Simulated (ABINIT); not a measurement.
An input for ABINIT 10.8.3 (Te2Mo (P6_3/mmc)):

```
acell 3*1.0 Angstrom
rprim 
  3.518200000003 -0.000000000001 0.000000000000
  -1.759100000001 3.046850575598 0.000000000000
  0.000000000000 0.000000000000 13.973600000000
ntypat 2
znucl 52 42
natom 6
typat 1 1 1 1 2 2
xred 
  0.333333333333 0.666666666667 0.621000000000
  0.666666666667 0.333333333333 0.121000000000
  0.333333333333 0.666666666667 0.879000000000
  0.666666666667 0.333333333333 0.379000000000
  0.333333333333 0.666666666667 0.250000000000
  0.666666666667 0.333333333333 0.750000000000
pp_dirpath "pseudos"
pseudos "Te.upf, Mo.upf"
ecut 39
ngkpt 3 3 1
nshiftk 1
shiftk 0 0 0
kptopt 1
chksymbreak 0
istwfk *1
occopt 1
irdwfk 1
optdriver 99
bs_calctype 1
mbpt_sciss 0.466 eV
bs_loband 49
nband 74
bs_exchange_term 1
bs_coulomb_term 21
bs_coupling 0
bs_algorithm 2
bs_freq_mesh 0 8 0.05 eV
zcut 0.15 eV
ecuteps 4
ecutwfn 19.5
inclvkb 2
mdf_epsinf 20.37
irdden 1
bs_haydock_niter 300
bs_haydock_tol -0.02 0
indata_prefix "in"
outdata_prefix "out"
tmpdata_prefix "tmp"
```

```sh
OMP_NUM_THREADS=1 mpirun -n 4 abinit run.abi > log
```

Q: Estimate wall time and host memory on 4 MPI ranks of Arm Neoverse V2, shared host.

It took 93 s; on shared hardware allow 47 s to 3.1 min. Peak host memory was 0.67 GiB.

The kernel grows as the square of the matrix size, and full diagonalisation as its cube.

[Paths, hosts, dates, memory and timing lines, banners, echoed tables and standing remarks are left out of the program output.]

[Logs are printed without paths, hosts, clocks, repeated set-up lines and the standing remarks that a program may print on its own settings, such as how far it seeks lower states.]

[Runs of the session that timed out or met a known fault of the program may be left out.]

[Hosts, paths, dates, database ids (printed as entryN), source tags and the programs' standing remarks are cut or masked in the printed files.]

[G0W0 gaps are taken among the corrected bands and points alone; a level outside them can change the order at an edge.]

[Where Ansatz stands beside ABINIT at settings called matched, ABINIT's density can come from a denser mesh and the files from another edition; pairs whose starting gaps differed by over 0.03 eV were left out, so agreement reads better than it is.]
